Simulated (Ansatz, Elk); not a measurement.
# Mn4P: X-ray structure factors from the self-consistent density

The structure of Mn4P used here is made up (a known structure type with other elements) and was relaxed beforehand with PBE. The aim is the Fourier transform of its all-electron density, F(hkl), set beside the sum over free spherical atoms that refinements use.

Method: DFT, PBE, all-electron APW+lo, Dirac cores, scalar-relativistic bands, static density, no spin, in Elk 11.2.3 (patched build).

This account leaves out most program logs.

The structure was built from a prototype and need not be the compound's stable phase.

## 1. The starting structure

The structure is trigonal, space group R-3m (No. 166). Conventional cell: a = 2.557 Å, b = 2.557 Å, c = 28.722 Å, α = 90.00°, β = 90.00°, γ = 120.00°. Nearest to Mn lie 3 P at 2.35 Å and 9 Mn at 2.44 to 2.56 Å. Nearest to Mn lie 12 Mn at 2.44 to 2.56 Å. Nearest to P lie 6 Mn at 2.35 Å and 6 P at 2.56 Å. Farther neighbours are not listed.

Coordinates:

```cif
data_structure
_symmetry_space_group_name_H-M 'P 1'
_symmetry_Int_Tables_number 1
_cell_length_a 9.6872
_cell_length_b 9.6872
_cell_length_c 9.6872
_cell_angle_alpha 15.168
_cell_angle_beta 15.168
_cell_angle_gamma 15.168
_cell_volume 54.21
loop_
_atom_site_label
_atom_site_type_symbol
_atom_site_fract_x
_atom_site_fract_y
_atom_site_fract_z
_atom_site_occupancy
Mn1 Mn 0.39714 0.39714 0.39714 1
Mn2 Mn 0.79823 0.79823 0.79823 1
Mn3 Mn 0.20177 0.20177 0.20177 1
Mn4 Mn 0.60286 0.60286 0.60286 1
P5 P 0.00000 0.00000 0.00000 1
```

## 2. Ground state and structure factors

An all-electron density is needed, since X-rays see the cores too. Task 0 finds the density and task 195 Fourier-transforms it; tshift is off so that phases refer to the origin typed.

elk.in

```
tasks
  0
  195

xctype
  20

spinpol
  .false.

rgkmax
  7.0

gmaxvr
  14.0

lmaxo
  7

lmaxapw
  8

swidth
  0.002

tshift
  .false.

ramdisk
  .false.

hmaxvr
  5.5

maxscl
  120

epspot
  1e-06

sppath
  './'

avec
  2.41605523749 1.39491014146 18.09222935911
  -2.41605523749 1.39491014146 18.09222935911
  -0.00000000000 -2.78982028376 18.09222935904

atoms
  2
  'Mn.in'
  4
  0.3971432854 0.3971432854 0.3971432854   0.000000 0.000000 0.000000
  0.7982342275 0.7982342275 0.7982342275   0.000000 0.000000 0.000000
  0.2017657725 0.2017657725 0.2017657725   0.000000 0.000000 0.000000
  0.6028567146 0.6028567146 0.6028567146   0.000000 0.000000 0.000000
  'P.in'
  1
  -0.0000000000 -0.0000000000 -0.0000000000   0.000000 0.000000 0.000000

ngridk
  10 10 10
```

On the command line:

```bash
$ OMP_NUM_THREADS=4 elk
```

Wall time 2.4 min (4 threads of Arm Neoverse V1, shared host); peak memory 0.37 GiB; 8.2 min of CPU time.

SFACRHO.OUT:

```text

h k l indices transformed by vhmat matrix:
   1.000000000       0.000000000       0.000000000    
   0.000000000       1.000000000       0.000000000    
   0.000000000       0.000000000       1.000000000    

      h      k      l  multipl.   |H|            Re(F)            Im(F)           |F|

      0      0      0      1   0.0000000       115.00000      0.84442032E-17   115.00000    
     -1     -1     -1      2  0.34728641      -6.4815043     -0.10171049E-13   6.4815043    
      2      2      2      2  0.69457281      -9.5190798     -0.50555056E-14   9.5190798    
      3      3      3      2   1.0418592      -8.8073742     -0.17741316E-13   8.8073742    
     -4     -4     -4      2   1.3891456      -18.985679     -0.30499277E-13   18.985679    
      0      0     -1      6   1.5059112      -8.2487556      0.25241044E-14   8.2487556    
      1      0      1      6   1.5192009      -9.8549156      0.50826818E-14   9.8549156    
      2      1      1      6   1.5712357      -8.0399885     -0.25455328E-14   8.0399885    
      1      2      2      6   1.6091580       79.137013     -0.15204747E-13   79.137013    
      2      2      3      6   1.7061684      -13.356136      0.25403863E-13   13.356136    
      5      5      5      2   1.7364320       74.513770     -0.58993897E-13   74.513770    
     -3     -2     -3      6   1.7640928      -1.2743466     -0.20317804E-13   1.2743466    
      3      3      4      6   1.8959048       72.237216     -0.28543565E-13   72.237216    
      3      4      4      6   1.9687238      -6.7025507     -0.50524406E-14   6.7025507    
      6      6      6      2   2.0837184       5.7460716      0.38099273E-13   5.7460716    
     -5     -4     -4      6   2.1258210       2.3748011     -0.38090510E-13   2.3748011    
      5      4      5      6   2.2092846      -5.8941397     -0.23475257E-13   5.8941397    
      5      6      5      6   2.3843219      -5.4161893     -0.50622809E-14   5.4161893
```

Elk indexes on the primitive cell of elk.in and gives |H| = 4π sin θ/λ in inverse bohr. Below, one row stands for each form hkl of the conventional cell (m members, Friedel mates merged), F is for one primitive cell and the density is static (no thermal factor). Free-atom factors are Waasmaier and Kirfel's, and R is Σm||F|−|F'||/Σm|F|.

```
   hkl  m  sin θ/λ (Å⁻¹)  abs F, DFT  neutral atoms   diff.
   003  2          0.052       6.481          6.379  +0.102
   006  2          0.104       9.519          9.266  +0.253
   009  2          0.157       8.807          8.702  +0.105
0 0 12  2          0.209      18.986         19.118  -0.132
   101  6          0.227       8.249          8.364  -0.116
   012  6          0.229       9.855         10.046  -0.191
   104  6          0.236       8.040          8.169  -0.129
   015  6          0.242      79.137         79.785  -0.648
   107  6          0.257      13.356         13.584  -0.228
0 0 15  2          0.261      74.514         75.500  -0.986
   018  6          0.265       1.274          1.438  -0.164
1 0 10  6          0.285      72.237         73.105  -0.868
0 1 11  6          0.296       6.703          6.860  -0.157
0 0 18  2          0.313       5.746          5.928  -0.182
1 0 13  6          0.320       2.375          2.408  -0.033
0 1 14  6          0.332       5.894          5.960  -0.066
1 0 16  6          0.359       5.416          5.414  +0.002
0 0 21  2          0.366       4.841          4.792  +0.049
```

## 3. The highest occupied states alone

An energy window below the Fermi level keeps the highest occupied states, to see at which angles they scatter; shallow core shells can lie inside it and anion s states outside. No new self-consistency is needed.

Changes to elk.in since step 2:

```diff
@@ -1,3 +1,2 @@
 tasks
-  0
   195
@@ -40,2 +39,5 @@
 
+wsfac
+  0.054450 0.721940
+
 sppath
```

On the command line:

```bash
$ OMP_NUM_THREADS=4 elk
```

Run time: 8.4 s. Hardware: 4 threads; peak memory 0.22 GiB.

States within 10 eV below the Fermi level hold 31.24 electrons; any levels below the window count with the cores, and a count that is not whole means the window cuts a band. Their amplitudes can exceed the total, where window and core parts have opposite phase:

```
   hkl  sin θ/λ (Å⁻¹)  abs F, window  abs F, all
   003          0.052          2.708       6.481
   006          0.104          3.269       9.519
   009          0.157          2.777       8.807
0 0 12          0.209          4.040      18.986
   101          0.227          2.175       8.249
   012          0.229          2.358       9.855
   104          0.236          2.104       8.040
   015          0.242          9.841      79.137
   107          0.257          2.688      13.356
0 0 15          0.261          8.204      74.514
```

## 4. Another functional

The difference from free atoms is small, so it is set against the change that PBEsol makes.

Changes to elk.in since step 3:

```diff
@@ -1,2 +1,3 @@
 tasks
+  0
   195
@@ -4,3 +5,3 @@
 xctype
-  20
+  22
 
@@ -39,5 +40,2 @@
 
-wsfac
-  0.054450 0.721940
-
 sppath
```

On the command line:

```bash
$ OMP_NUM_THREADS=4 elk
```

Wall time 2.3 min (4 threads); peak memory 0.37 GiB.

Against the first run R = 0.05 %; the largest change is -0.039 at 0 0 15.

## 5. Basis size

A smaller basis shows how fast F responds to it; the change is likely larger than the basis error of the first run, but doesn't show convergence.

Changes to elk.in since step 4:

```diff
@@ -5,3 +5,3 @@
 xctype
-  22
+  20
 
@@ -11,3 +11,3 @@
 rgkmax
-  7.0
+  5.5
```

On the command line:

```bash
$ OMP_NUM_THREADS=4 elk
```

It took 1.9 min on 4 threads; peak memory 0.36 GiB; 6.5 min of CPU time.

Against the first run R = 0.09 %; the largest change is +0.141 at 110.

## 6. Settings against the effect

```
          run  R against the first run (%)  R against neutral atoms, low angle (%)  wall time
PBE, rgkmax 7                         0.00                                    1.27    2.4 min
       PBEsol                         0.05                                    1.32    2.3 min
   rgkmax 5.5                         0.09                                    1.35    1.9 min
```

## 7. Summary of results

| Item | Value |
| --- | --- |
| R against neutral atoms, sin θ/λ < 0.3 Å⁻¹ | 1.27 % |
| R against neutral atoms, 0.3 to 0.83 Å⁻¹ | 0.29 % |

What this shows: Independent neutral atoms miss the calculated amplitudes by R = 1.27 % below 0.3 Å⁻¹ and 0.29 % from there to 0.83 Å⁻¹; by shells, 2.22 % below 0.15 Å⁻¹ (2 forms), 1.25 % 0.15 to 0.3 (11 forms), 0.26 % 0.3 to 0.45 (15 forms), 0.30 % above 0.45 (109 forms). Bonding, aspherical density and the tables' own atoms all enter these figures, and the runs don't part them. The largest change of an amplitude is -0.99 electrons, at 0 0 15. The window's part falls from 31.2 electrons at the origin to at most 3.01 between 0.45 and 0.83 Å⁻¹, where compact states inside the window still scatter. Below 0.3 Å⁻¹ the changes that finished (PBEsol and rgkmax 5.5) move F by R = 0.09 % at most, against the 1.27 % that separates it from free atoms. The k-mesh has no finished test. These runs have no spin, though d or f shells may be open. Part of the difference isn't bonding: the tables are fits to free atoms and ions calculated by other methods than this functional. Thermal motion, anomalous dispersion and extinction are left out.

[Logs are printed without paths, hosts, clocks, repeated set-up lines and the standing remarks that a program may print on its own settings, such as how far it seeks lower states.]

[Hosts, paths, dates, database ids (printed as entryN), source tags and the programs' standing remarks are cut or masked in the printed files.]
